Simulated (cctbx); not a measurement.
**Reading a Patterson map**

Space group Cmcm (no. 63), a = 3.9320 Å, b = 13.3140 Å, c = 10.1550 Å, α = 90.00°, β = 90.00°, γ = 90.00°, content Sm4 Nd4 Te12.

Simulated single-crystal data (cctbx): Mo Kα, λ = 0.71073 Å, to d = 0.77 Å, 50 % of the full sphere, strongest reflection 70000 counts, noise from counting, a 6 % proportional error and a noise floor of 15 counts (s.d.); no absorption.

Patterson synthesis, origin scaled to 1000:

```text
Patterson group C m m m
      u       v       w   height  length (A)
  0.000   0.000   0.000   1000.0     0.00
  0.000   0.167   0.500    242.1     5.54
  0.000   0.000   0.500    240.3     5.08
  0.000   0.253   0.244    237.1     4.18
  0.000   0.500   0.500    209.7     8.37
  0.000   0.355   0.062    194.7     4.76
  0.000   0.356   0.432    187.6     6.46
  0.000   0.102   0.308    182.1     3.41
  0.000   0.091   0.263    178.5     2.94
  0.000   0.340   0.000    173.6     4.53
  0.000   0.392   0.180    173.4     5.53
  0.000   0.271   0.177    160.0     4.03
  0.000   0.289   0.500    149.7     6.37
  0.000   0.000   0.363    137.2     3.69
```

Q: Assign the vectors.

A peak at u stands for all pairs with xi − xj = u, with weight Σ ZiZj against Σ Z² = 62224 at the origin. Peak heights follow these weights only roughly, since form factors, motion and series ripples differ, all vectors within 0.55 Å of a peak are counted as merged into it though the farther ones add only part of their weight, and F(000) is left out, which lowers the whole map:

| u | v | w | shortest length (Å) | height | 1000 ΣZiZj/ΣZ² | pairs in the cell |
| --- | --- | --- | --- | --- | --- | --- |
| 0.000 | 0.167 | 0.500 | 5.54 | 242 | 287 | 4 × Nd–Te, 2 × Te–Te |
| 0.000 | 0.000 | 0.500 | 5.08 | 240 | 247 | 4 × Sm–Sm |
| 0.000 | 0.253 | 0.244 | 4.18 | 237 | 239 | 4 × Sm–Nd |
| 0.000 | 0.500 | 0.500 | 5.44 | 210 | 231 | 4 × Nd–Nd |
| 0.000 | 0.355 | 0.062 | 2.83 | 195 | 207 | 4 × Sm–Te |
| 0.000 | 0.356 | 0.432 | 5.18 | 188 | 207 | 4 × Sm–Te |
| 0.000 | 0.102 | 0.308 | 3.41 | 182 | 201 | 4 × Nd–Te |
| 0.000 | 0.091 | 0.263 | 2.93 | 178 | 207 | 4 × Sm–Te |
| 0.000 | 0.340 | 0.000 | 2.90 | 174 | 201 | 4 × Nd–Te |
| 0.000 | 0.392 | 0.180 | 3.05 | 173 | 201 | 4 × Nd–Te |

The table stops at ten peaks or at a height of 45, below which ripples compete. In the model behind the data Sm, the heaviest element, has 1 independent site: (0, 0, 0), up to an allowed shift of origin; the Sm–Sm vectors are differences of these positions and their symmetry mates. Elements of similar Z can't be told apart from the map alone. The whole model:

| atom | mult. | x | y | z | Ueq (Å²) |
| --- | --- | --- | --- | --- | --- |
| Sm1 | 4 | 0 | 0 | 0 | 0.0073 |
| Nd1 | 4 | 0 | 0.2527 | 1/4 | 0.0082 |
| Te1 | 8 | 0 | 0.3555 | 0.9320 | 0.0085 |
| Te2 | 4 | 1/2 | 0.4135 | 1/4 | 0.0120 |

This is a model crystal, built by substitution and not relaxed, with assumed displacement parameters.

[Logs are printed without paths, hosts, clocks, repeated set-up lines and the standing remarks that a program may print on its own settings, such as how far it seeks lower states.]
